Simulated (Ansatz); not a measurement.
# Converging the field response of a KZnF3 (001), ZnF2 faces film

Aim: a convergence study of the equivalent conductor thickness of a KZnF3 (001), ZnF2 faces film, with the cost of each setting.

Main program and level: Ansatz 0.2.0; plane-wave DFT, PBE, Ansatz PAW, in the first sound run; inputs show where later runs differ.

## (1) The starting structure

The cell holds 13 atoms: 3 Zn, 8 F and 2 K. Its edges and angles: a = 4.050 Å, b = 4.050 Å, c = 26.100 Å, α = 90.0°, β = 90.0°, γ = 90.0°. It derives from KZnF3 (perovskite KZnF3). Vacuum lies along c.

## (2) Single point, setting first choice

The first choice: the default cutoff of 420 eV, a 6×6×1 mesh, 18 Å of vacuum, 0.1 V/Å and a tight threshold. Each later run changes one input against this one; other functionals and files bring their own cutoffs.

input.yaml reads:

```yaml
crystal:
  lattice:
    - [4.05, 0.0, 0.0]
    - [0.0, 4.05, 0.0]
    - [0.0, 0.0, 26.1]
  atoms:
    - { symbol: Zn, position: [0.5, 0.5, 0.3448275862] }
    - { symbol: F, position: [0.0, 0.5, 0.3448275862] }
    - { symbol: F, position: [0.5, 0.0, 0.3448275862] }
    - { symbol: K, position: [0.0, 0.0, 0.4224137931] }
    - { symbol: F, position: [0.5, 0.5, 0.4224137931] }
    - { symbol: Zn, position: [0.5, 0.5, 0.5] }
    - { symbol: F, position: [0.0, 0.5, 0.5] }
    - { symbol: F, position: [0.5, 0.0, 0.5] }
    - { symbol: K, position: [0.0, 0.0, 0.5775862069] }
    - { symbol: F, position: [0.5, 0.5, 0.5775862069] }
    - { symbol: Zn, position: [0.5, 0.5, 0.6551724138] }
    - { symbol: F, position: [0.0, 0.5, 0.6551724138] }
    - { symbol: F, position: [0.5, 0.0, 0.6551724138] }
kpoints:
  mp_grid: { grid: [6, 6, 1] }
hamiltonian:
  xc: pbe
scf:
  occupations: { method: fixed }
  convergence: { dr2_threshold: 1.0e-10 }
efield:
  axis: 3
  dipole_correction: true
  ramp_position: 0.97
  ramp_width: 0.06
  amplitude: 0.1
output:
  write_potential: true
  write_density: true
  volumetric_format: npy
```

The run is started by

```
> ansatz run input.yaml --threads 4 --pin off --max-ram 6144MiB --backend cpu --events-out ev --progress --plain --runs-dir out
```

Numbers of over 12 decimals in the logs are rounded to 6 here.

What it wrote:

```text
Engine: ansatz 0.2.0, aarch64-unknown-linux-gnu
Pseudopotentials: kind: paw
Pseudopotential: Zn, paw, valence charge 12, recommended cutoff 420 eV (normal), Zn.paw.azcp
Pseudopotential: F, paw, valence charge 7, recommended cutoff 420 eV (normal), F.paw.azcp
Pseudopotential: K, paw, valence charge 9, recommended cutoff 420 eV (normal), K.paw.azcp
Functional definition: PBE
  parameter kappa = 0.804
  parameter beta = 0.066725
  exchange = pbe_x(kappa = kappa, mu = beta*pi^2/3)
  correlation = pbe_c(beta = beta)
Crystal: 13 atoms, lattice volume = 428.105 Å³
Basis set: ecut = 420 eV, 8407 PW (Γ)
Bands: 68, of which v1, the nominal top of the filled ones, is band 55 counted from 1 (54 counted from 0)
Symmetry: 8 space group operations
k-points: 10 of 36
Non-local potential: Zn, projectors of the file, l = 0: 2, l = 1: 2, l = 2: 3, l = 3: 1
Non-local potential: F, projectors of the file, l = 0: 2, l = 1: 2, l = 2: 1
Non-local potential: K, projectors of the file, l = 0: 3, l = 1: 2, l = 2: 2
PAW form: soft (Blöchl's): semilocal exchange-correlation on the pseudo side does not see the compensation charge
PAW one-centre angular grid: Zn, 590 points (default); XC on 64 Gauss nodes
PAW one-centre angular grid: F, 110 points (default); XC on 64 Gauss nodes
PAW one-centre angular grid: K, 110 points (default); XC on 64 Gauss nodes
Initial density: superposition of atomic densities (neutral atoms: chi_scale 0, normalization atom, screened)
Initial wavefunctions: pseudopotential atomic-orbital guess
Functional: x = pbe(κ = 0.804, μ = 0.219515), c = pbe(β = 0.066725)
SCF iter   1: F=—  HF=-19515.655552 eV  |F-HF|=—  |Δ(HF+E_count)|=         —  Δρ=7.17e-2  dr2=2.12e1  ethr=3.10e-3  p=0.092 e·Å  D=3.90e-2 V/Å  ΔV_dip=-1.02 eV  dr2_dipole=1.52e-3  V_vac-E_F(+/−)=9.49/8.12 eV  ⟨swp⟩=5.1  Hψ=2364  notcnv=0  defer=105
efield: sawtooth ramp at fractional position 0.9700 (set: `efield.ramp_position`, or a place that a band, a saddle search or an elastic batch's reference lends), width 0.0600; the density the first Hamiltonian is built on has a dipole p = 0.092 e·Å; the dipole correction subtracts the counter field D = 3.90e-2 V/Å, which shifts the + side's vacuum level by -1.02 eV against the − side's; the planar-averaged density in the ramp window peaks in size at 2.1e-6 e/Å³
preconditioner: auto → Resta (q_TF=auto, 2.175 Å⁻¹)  ε∞=2.3  [insulator: Δε(μ)=3.604 eV  Ē_g=16.726 eV  n_scr=70 (ndim 8)  ℏωp=18.8 eV  f_vac=0.573  ε∞_Penn≈2.3  vacuum switching on, ρ_ref=2.0e-2 e/Å³]
SCF iter   2: F=—  HF=-19509.296406 eV  |F-HF|=—  |Δ(HF+E_count)|=    6.36e0  Δρ=3.47e-2  dr2=1.82e0  ethr=3.10e-3  p=0.071 e·Å  D=2.99e-2 V/Å  ΔV_dip=-0.78 eV  dr2_dipole=1.77e-4  V_vac-E_F(+/−)=7.76/6.16 eV  ⟨swp⟩=3.4  Hψ=1543  notcnv=0  defer=110  κ⁻¹=1.0e0(r=1)
SCF iter   3: F=—  HF=-19508.846033 eV  |F-HF|=—  |Δ(HF+E_count)|=   4.50e-1  Δρ=1.19e-2  dr2=4.36e-1  ethr=1.65e-3  p=0.065 e·Å  D=2.73e-2 V/Å  ΔV_dip=-0.71 eV  dr2_dipole=6.28e-5  V_vac-E_F(+/−)=7.69/6.02 eV  ⟨swp⟩=2.0  Hψ=1149  notcnv=0  defer=110  κ⁻¹=1.5e-2(r=2)
SCF iter   4: F=—  HF=-19508.759603 eV  |F-HF|=—  |Δ(HF+E_count)|=   8.64e-2  Δρ=3.44e-3  dr2=2.52e-2  ethr=3.96e-4  p=0.056 e·Å  D=2.37e-2 V/Å  ΔV_dip=-0.62 eV  dr2_dipole=1.07e-6  V_vac-E_F(+/−)=7.28/5.51 eV  ⟨swp⟩=3.0  Hψ=1030  notcnv=0  defer=110  κ⁻¹=1.9e-3(r=3)
SCF iter   5: F=—  HF=-19508.754735 eV  |F-HF|=—  |Δ(HF+E_count)|=   4.87e-3  Δρ=1.20e-3  dr2=3.51e-3  ethr=2.30e-5  p=0.056 e·Å  D=2.37e-2 V/Å  ΔV_dip=-0.62 eV  dr2_dipole=6.38e-7  V_vac-E_F(+/−)=7.23/5.47 eV  ⟨swp⟩=2.0  Hψ=1207  notcnv=0  defer=110  κ⁻¹=8.3e-5(r=4)
SCF iter   6: F=—  HF=-19508.755543 eV  |F-HF|=—  |Δ(HF+E_count)|=   8.08e-4  Δρ=2.80e-4  dr2=2.12e-4  ethr=3.19e-6  p=0.057 e·Å  D=2.41e-2 V/Å  ΔV_dip=-0.63 eV  dr2_dipole=2.56e-8  V_vac-E_F(+/−)=7.26/5.50 eV  ⟨swp⟩=2.0  Hψ=1011  notcnv=0  defer=110  κ⁻¹=3.0e-6(r=5)
SCF iter   7: F=—  HF=-19508.755563 eV  |F-HF|=—  |Δ(HF+E_count)|=   1.95e-5  Δρ=1.16e-4  dr2=3.39e-5  ethr=1.93e-7  p=0.057 e·Å  D=2.40e-2 V/Å  ΔV_dip=-0.63 eV  dr2_dipole=4.83e-10  V_vac-E_F(+/−)=7.25/5.49 eV  ⟨swp⟩=2.0  Hψ=980  notcnv=0  defer=106  κ⁻¹=1.4e-6(r=6)
SCF iter   8: F=—  HF=-19508.755576 eV  |F-HF|=—  |Δ(HF+E_count)|=   1.30e-5  Δρ=3.90e-5  dr2=3.81e-6  ethr=3.08e-8  p=0.057 e·Å  D=2.40e-2 V/Å  ΔV_dip=-0.63 eV  dr2_dipole=6.01e-10  V_vac-E_F(+/−)=7.24/5.48 eV  ⟨swp⟩=2.0  Hψ=992  notcnv=0  defer=93  κ⁻¹=1.5e-7(r=7)
SCF iter   9: F=—  HF=-19508.755811 eV  |F-HF|=—  |Δ(HF+E_count)|=   2.36e-4  Δρ=2.16e-5  dr2=1.23e-6  ethr=3.46e-9  p=0.057 e·Å  D=2.40e-2 V/Å  ΔV_dip=-0.63 eV  dr2_dipole=5.93e-11  V_vac-E_F(+/−)=7.24/5.48 eV  ⟨swp⟩=2.0  Hψ=1181  notcnv=0  defer=90  κ⁻¹=1.3e-8(r=8)
SCF iter  10: F=—  HF=-19508.755811 eV  |F-HF|=—  |Δ(HF+E_count)|=   3.03e-8  Δρ=1.10e-5  dr2=2.75e-7  ethr=1.11e-9  p=0.057 e·Å  D=2.40e-2 V/Å  ΔV_dip=-0.63 eV  dr2_dipole=3.00e-12  V_vac-E_F(+/−)=7.24/5.48 eV  ⟨swp⟩=2.0  Hψ=877  notcnv=0  defer=90  κ⁻¹=3.5e-8(r=8)
SCF iter  11: F=—  HF=-19508.755811 eV  |F-HF|=—  |Δ(HF+E_count)|=   4.30e-8  Δρ=1.47e-6  dr2=5.43e-9  ethr=2.50e-10  p=0.057 e·Å  D=2.40e-2 V/Å  ΔV_dip=-0.63 eV  dr2_dipole=4.14e-14  V_vac-E_F(+/−)=7.24/5.48 eV  ⟨swp⟩=2.0  Hψ=992  notcnv=0  defer=90  κ⁻¹=4.7e-8(r=8)
SCF iter  12: F=—  HF=-19508.755811 eV  |F-HF|=—  |Δ(HF+E_count)|=  9.42e-10  Δρ=4.41e-7  dr2=4.09e-10  ethr=4.94e-12  p=0.057 e·Å  D=2.40e-2 V/Å  ΔV_dip=-0.63 eV  dr2_dipole=1.43e-14  V_vac-E_F(+/−)=7.24/5.48 eV  ⟨swp⟩=2.1  Hψ=1027  notcnv=0  defer=90  κ⁻¹=3.7e-8(r=8)
SCF iter  13: F=—  HF=-19508.755811 eV  |F-HF|=—  |Δ(HF+E_count)|=  8.37e-10  Δρ=3.04e-7  dr2=1.86e-10  ethr=1.00e-12  p=0.057 e·Å  D=2.40e-2 V/Å  ΔV_dip=-0.63 eV  dr2_dipole=6.63e-15  V_vac-E_F(+/−)=7.24/5.48 eV  ⟨swp⟩=17.1  Hψ=3478  notcnv=0  κ⁻¹=3.3e-8(r=8)
SCF iter  14: F=-19508.755811 eV  HF=-19508.755811 eV  |F-HF|=1.75e-10  |Δ(HF+E_count)|=  1.49e-10  Δρ=7.66e-8  dr2=1.52e-11  ethr=1.00e-12  p=0.057 e·Å  D=2.40e-2 V/Å  ΔV_dip=-0.63 eV  dr2_dipole=3.24e-16  V_vac-E_F(+/−)=7.24/5.48 eV  ⟨swp⟩=2.7  Hψ=1377  notcnv=0
SCF 1 converged in 14 iterations: F = -19508.755811 eV  dr2 = 1.52e-11
  greatest PAW one-centre occupation: 0.994 electrons in one spin orbital (limit 2), on the Zn atom at site 5 (counted from 0), in its partial waves of l = 2
WARN: The output density's exchange-correlation potential varies sharply where the density is thin. Do not read a vacuum level from v_tot or v_xc, or from such a field of the output density. On a cell that repeats whose density bears no net charge and no dipole along the vacuum's axis use v_es (v_loc + v_h of the components); under efield.dipole_correction with no amplitude use v_es + v_field, which holds any externa [...]
SCF converged after 14 iterations
Stability not checked: this state was not tested for a lower state beside it, because the mixer in use, unlike msr1, does not test its closes by its own steps (another_mixer; see scf.mixing.algorithm and scf.lower_state_search)
Free energy (F): -19508.755811 eV
Harris-Foulkes:  -19508.755811 eV  (|F-HF|=1.75e-10)
Internal energy: -19508.755811 eV  (E = F + TS)
E sigma→0 (E₀):  -19508.755811 eV
Fermi energy:    -2.271561 eV
Dipole field:    D = 0.024019 V/Å  (p = 0.056827 e·Å, saw-weighted, corrected)
Work function:   not extracted (applied field tilts the vacuum); planar V_es + V_field profile in the machine report
Levels:          The Fermi level and band energies are counted from a zero that moves with the ramp; work functions are not
--- Per-component energies (eV) ---
  E_band       = -1061.730959
  E_kinetic    = 2552.408943
  E_local      = -116041.666754  (includes V_loc(G=0)·N_el)
  E_nonlocal   = 2484.836850
  E_hartree    = 56531.089737
  E_xc         = -1314.916185
  E_vxc        = -1297.216448  (∫ρ·V_xc dr)
  E_paw        = -8678.287737  (= ΣΔE_a)
  E_vpaw       = -1822.284023  (= ΣTr[D̂ρ^β])
  E_aug_tail   = 0.015440  (compensation charges beyond the density's cutoff)
  E_efield     = -0.005000  (sawtooth field / dipole correction)
  E_vefield    = -0.004318  (∫n·V_field dr)
  E_ewald      = 44957.768895
  E_smearing   = -0.000000  (= −TS)
  E_closure    = 0.000000  (closes the sum)
  Σ components = -19508.755811   (vs F -19508.755811, Δ=0.00e0)
--- Band table (eV; the first three rows and the last of 10) ---
  k-point 0: bands = [... 51 lower, -4.0241, -4.0030, -3.8340, -3.8340, 0.7380, 1.1579, 2.8410, 3.6316, ... 9 higher]
  k-point 1: bands = [... 51 lower, -3.9529, -3.8110, -3.8093, -3.4882, 1.1883, 1.5924, 3.1707, 3.8927, ... 9 higher]
  k-point 2: bands = [... 51 lower, -3.8171, -3.7572, -3.6772, -2.9055, 2.2060, 2.6200, 4.0814, 4.6486, ... 9 higher]
  k-point 9: bands = [... 51 lower, -2.8734, -2.6666, -2.3299, -2.2716, 4.1648, 4.6074, 5.8813, 6.1418, ... 9 higher]
```

Elapsed: 13 s, on 4 threads of Arm Neoverse V1, shared host; peak memory 1 GiB.

Numbers from this step:

```
gap on the k-mesh                       : 3.010 eV
dipole along the normal                 : 0.05683 e·Å
equivalent conductor thickness p/(ε₀AE) : 6.269 Å
```

Running mean over 4.05 Å of the planar mean, with the applied field; the ramp of the sawtooth is left out. Table of electron's electrostatic potential energy less the highest filled level by z:

z (Å), electron's electrostatic potential energy less the highest filled level (eV) and a bar from the least value:
```
        4       5.81 #########################
        5       5.90 ##########################
        6       5.92 ##########################
        7       4.16 ###################
        8       2.36 ############
        9       0.76 ######
       10      -0.79 #
       11      -0.93 
       12      -0.91 
       13      -0.87 
       14      -0.83 
       15      -0.77 #
       16      -0.58 #
       17       0.83 #######
       18       2.75 ##############
       19       4.42 ####################
       20       6.67 ############################
       21       6.87 #############################
       22       6.98 ##############################
       23       7.08 ##############################
```

The dipole corresponds to a conductor 6.269 Å thick.

## (3) Single point, box 26.1 Å

Edit input.yaml of step 2 so:

```diff
@@ -32,2 +32,4 @@
   amplitude: 0.1
+basis:
+  ecutwfc: "250 eV"
 output:
```

What it wrote:

```text
Warning: basis.ecutwfc = 250 eV is below the records' recommended 420 eV, and the density's cutoff is lower with it unless basis.ecutrho_ratio is high enough to keep the records' density cutoff: compare with a run at a higher cutoff
[...]
k-point 0: bands = [... 51 lower, -4.2163, -4.1272, -3.9947, -3.9947, 0.6289, 1.0514, 2.6933, 3.2310, ... 9 higher]
  k-point 1: bands = [... 51 lower, -4.0733, -4.0514, -3.9809, -3.8781, 1.0736, 1.4836, 3.0373, 3.4952, ... 9 higher]
  k-point 2: bands = [... 51 lower, -4.0119, -3.9397, -3.9153, -3.4217, 2.0886, 2.5098, 3.9504, 4.2625, ... 9 higher]
  k-point 9: bands = [... 51 lower, -3.3941, -3.2109, -2.8805, -2.8286, 4.0953, 4.5461, 5.8322, 6.0929, ... 9 higher]
[key lines of the parts left out:]
SCF converged after 12 iterations
Free energy (F): -19483.081527 eV
Fermi energy:    -2.828615 eV
Dipole field:    D = 0.023688 V/Å  (p = 0.056041 e·Å, saw-weighted, corrected)
```

Run time: 5.3 s. Hardware: 4 threads; peak memory 0.61 GiB.

The dipole corresponds to a conductor 6.182 Å thick, -1.38 % from the first choice, at 0.42 times its CPU time.

## (4) Single point, box 26.1 Å (run 2)

Edit input.yaml of step 3 so:

```diff
@@ -33,3 +33,3 @@
 basis:
-  ecutwfc: "250 eV"
+  ecutwfc: "330 eV"
 output:
```

What it wrote:

```text
[...]
Crystal: 13 atoms, lattice volume = 428.105 Å³
Basis set: ecut = 330 eV, 5785 PW (Γ)
Bands: 68, of which v1, the nominal top of the filled ones, is band 55 counted from 1 (54 counted from 0)
Symmetry: 8 space group operations
k-points: 10 of 36
[...]
k-point 0: bands = [... 51 lower, -4.0351, -4.0232, -3.8406, -3.8406, 0.7267, 1.1477, 2.8270, 3.5180, ... 9 higher]
  k-point 1: bands = [... 51 lower, -3.9668, -3.8253, -3.8137, -3.5118, 1.1762, 1.5809, 3.1567, 3.7788, ... 9 higher]
  k-point 2: bands = [... 51 lower, -3.8298, -3.7588, -3.6958, -2.9327, 2.1926, 2.6074, 4.0663, 4.5380, ... 9 higher]
  k-point 9: bands = [... 51 lower, -2.9013, -2.6966, -2.3591, -2.3025, 4.1513, 4.5945, 5.8729, 6.1404, ... 9 higher]
[key lines of the parts left out:]
SCF converged after 13 iterations
Free energy (F): -19506.782468 eV
Fermi energy:    -2.302514 eV
Dipole field:    D = 0.023984 V/Å  (p = 0.056742 e·Å, saw-weighted, corrected)
```

Elapsed: 7.8 s, on 4 threads; peak memory 0.77 GiB.

The dipole corresponds to a conductor 6.260 Å thick, -0.15 % from the first choice, at 0.62 times its CPU time.

## (5) Run, box 26.1 Å

Edit input.yaml of step 4 so:

```diff
@@ -33,3 +33,3 @@
 basis:
-  ecutwfc: "330 eV"
+  ecutwfc: "600 eV"
 output:
```

What it wrote:

```text
[...]
Crystal: 13 atoms, lattice volume = 428.105 Å³
Basis set: ecut = 600 eV, 14253 PW (Γ)
Bands: 68, of which v1, the nominal top of the filled ones, is band 55 counted from 1 (54 counted from 0)
Symmetry: 8 space group operations
k-points: 10 of 36
[...]
k-point 0: bands = [... 51 lower, -4.0237, -4.0043, -3.8333, -3.8333, 0.7387, 1.1586, 2.8418, 3.6351, ... 9 higher]
  k-point 1: bands = [... 51 lower, -3.9527, -3.8108, -3.8089, -3.4892, 1.1890, 1.5931, 3.1714, 3.8962, ... 9 higher]
  k-point 2: bands = [... 51 lower, -3.8170, -3.7574, -3.6777, -2.9070, 2.2066, 2.6205, 4.0821, 4.6521, ... 9 higher]
  k-point 9: bands = [... 51 lower, -2.8749, -2.6680, -2.3313, -2.2734, 4.1655, 4.6080, 5.8813, 6.1411, ... 9 higher]
[key lines of the parts left out:]
SCF converged after 14 iterations
Free energy (F): -19508.813202 eV
Fermi energy:    -2.273425 eV
Dipole field:    D = 0.024020 V/Å  (p = 0.056827 e·Å, saw-weighted, corrected)
```

Elapsed: 22 s, on 4 threads; peak memory 1.5 GiB.

The dipole corresponds to a conductor 6.269 Å thick, +0.00 % from the first choice, at 1.8 times its CPU time.

## (6) Single point, box 26.1 Å (run 3)

Edit input.yaml of step 5 so:

```diff
@@ -20,3 +20,3 @@
 kpoints:
-  mp_grid: { grid: [6, 6, 1] }
+  mp_grid: { grid: [1, 1, 1] }
 hamiltonian:
@@ -32,4 +32,2 @@
   amplitude: 0.1
-basis:
-  ecutwfc: "600 eV"
 output:
```

What it wrote:

```text
[...]
Crystal: 13 atoms, lattice volume = 428.105 Å³
Basis set: ecut = 420 eV, 8407 PW (Γ)
Bands: 68, of which v1, the nominal top of the filled ones, is band 55 counted from 1 (54 counted from 0)
Symmetry: 8 space group operations
k-points: 1
[...]
Internal energy: -19507.595342 eV  (E = F + TS)
E sigma→0 (E₀):  -19507.595342 eV
Fermi energy:    -3.492169 eV
Dipole field:    D = 0.025859 V/Å  (p = 0.061179 e·Å, saw-weighted, corrected)
Work function:   not extracted (applied field tilts the vacuum); planar V_es + V_field profile in the machine report
[...]
--- Band table (eV) ---
  k-point 0: bands = [... 51 lower, -3.7911, -3.7612, -3.4922, -3.4922, 0.7387, 1.1255, 2.8321, 3.6020, ... 9 higher]
[key lines of the parts left out:]
SCF converged after 14 iterations
Free energy (F): -19507.595342 eV
```

Wall time 1.4 s (4 threads); peak memory 0.43 GiB.

The dipole corresponds to a conductor 6.749 Å thick, +7.66 % from the first choice, at 0.094 times its CPU time.

## (7) Run, box 26.1 Å (run 2)

Edit input.yaml of step 6 so:

```diff
@@ -20,3 +20,3 @@
 kpoints:
-  mp_grid: { grid: [1, 1, 1] }
+  mp_grid: { grid: [2, 2, 1] }
 hamiltonian:
```

What it wrote:

```text
[...]
Crystal: 13 atoms, lattice volume = 428.105 Å³
Basis set: ecut = 420 eV, 8407 PW (Γ)
Bands: 68, of which v1, the nominal top of the filled ones, is band 55 counted from 1 (54 counted from 0)
Symmetry: 8 space group operations
k-points: 3 of 4
[...]
--- Band table (eV) ---
  k-point 0: bands = [... 51 lower, -4.0206, -4.0196, -3.8291, -3.8291, 0.7373, 1.1556, 2.8281, 3.6384, ... 9 higher]
  k-point 1: bands = [... 51 lower, -3.7382, -3.7293, -3.6586, -2.7037, 2.8969, 3.3157, 4.8477, 5.2895, ... 9 higher]
  k-point 2: bands = [... 51 lower, -2.8944, -2.6716, -2.3371, -2.2973, 4.1685, 4.6083, 5.8679, 6.1295, ... 9 higher]
[key lines of the parts left out:]
SCF converged after 14 iterations
Free energy (F): -19508.786182 eV
Fermi energy:    -2.297252 eV
Dipole field:    D = 0.024143 V/Å  (p = 0.057119 e·Å, saw-weighted, corrected)
```

It took 2.6 s on 4 threads; peak memory 0.72 GiB; 9.6 s of CPU time.

The dipole corresponds to a conductor 6.301 Å thick, +0.51 % from the first choice, at 0.19 times its CPU time.

## (8) Run, box 26.1 Å (run 3)

Edit input.yaml of step 7 so:

```diff
@@ -20,3 +20,3 @@
 kpoints:
-  mp_grid: { grid: [2, 2, 1] }
+  mp_grid: { grid: [3, 3, 1] }
 hamiltonian:
```

What it wrote:

```text
[...]
Crystal: 13 atoms, lattice volume = 428.105 Å³
Basis set: ecut = 420 eV, 8407 PW (Γ)
Bands: 68, of which v1, the nominal top of the filled ones, is band 55 counted from 1 (54 counted from 0)
Symmetry: 8 space group operations
k-points: 3 of 9
[...]
--- Band table (eV) ---
  k-point 0: bands = [... 51 lower, -4.0235, -4.0026, -3.8332, -3.8332, 0.7381, 1.1580, 2.8413, 3.6316, ... 9 higher]
  k-point 1: bands = [... 51 lower, -3.8164, -3.7567, -3.6769, -2.9051, 2.2061, 2.6201, 4.0817, 4.6487, ... 9 higher]
  k-point 2: bands = [... 51 lower, -3.2205, -2.9814, -2.8902, -2.8237, 3.1572, 3.5897, 4.9367, 5.6262, ... 9 higher]
[key lines of the parts left out:]
SCF converged after 14 iterations
Free energy (F): -19508.755472 eV
Fermi energy:    -2.823654 eV
Dipole field:    D = 0.024017 V/Å  (p = 0.056821 e·Å, saw-weighted, corrected)
```

The job ended after 4.2 s (4 threads; peak memory 0.7 GiB).

The dipole corresponds to a conductor 6.268 Å thick, -0.01 % from the first choice, at 0.33 times its CPU time.

## (9) Single point, box 26.1 Å (run 4)

Edit input.yaml of step 8 so:

```diff
@@ -20,3 +20,3 @@
 kpoints:
-  mp_grid: { grid: [3, 3, 1] }
+  mp_grid: { grid: [12, 12, 1] }
 hamiltonian:
```

What it wrote:

```text
[...]
Crystal: 13 atoms, lattice volume = 428.105 Å³
Basis set: ecut = 420 eV, 8407 PW (Γ)
Bands: 68, of which v1, the nominal top of the filled ones, is band 55 counted from 1 (54 counted from 0)
Symmetry: 8 space group operations
k-points: 28 of 144
[...]
k-point 0: bands = [... 51 lower, -4.0241, -4.0030, -3.8340, -3.8340, 0.7380, 1.1579, 2.8410, 3.6315, ... 9 higher]
  k-point 1: bands = [... 51 lower, -3.9979, -3.8834, -3.8275, -3.7718, 0.8571, 1.2706, 2.9239, 3.6970, ... 9 higher]
  k-point 2: bands = [... 51 lower, -3.9529, -3.8110, -3.8093, -3.4882, 1.1883, 1.5924, 3.1706, 3.8926, ... 9 higher]
  k-point 27: bands = [... 51 lower, -2.8734, -2.6666, -2.3299, -2.2716, 4.1648, 4.6074, 5.8813, 6.1418, ... 9 higher]
[key lines of the parts left out:]
SCF converged after 14 iterations
Free energy (F): -19508.755707 eV
Fermi energy:    -2.271563 eV
Dipole field:    D = 0.024019 V/Å  (p = 0.056827 e·Å, saw-weighted, corrected)
```

Wall time 43 s (4 threads); peak memory 1.4 GiB.

The dipole corresponds to a conductor 6.269 Å thick, +0.00 % from the first choice, at 3.4 times its CPU time.

[end of part 1 of 3]

[Logs are printed without paths, hosts, clocks, repeated set-up lines and the standing remarks that a program may print on its own settings, such as how far it seeks lower states.]

[Hosts, paths, dates, database ids (printed as entryN), source tags and the programs' standing remarks are cut or masked in the printed files.]

[Maps of the electrostatic potential energy from Ansatz leave out the sawtooth potential of an applied field or a dipole correction, so their vacuum need not be flat; planar profiles and work functions include it.]
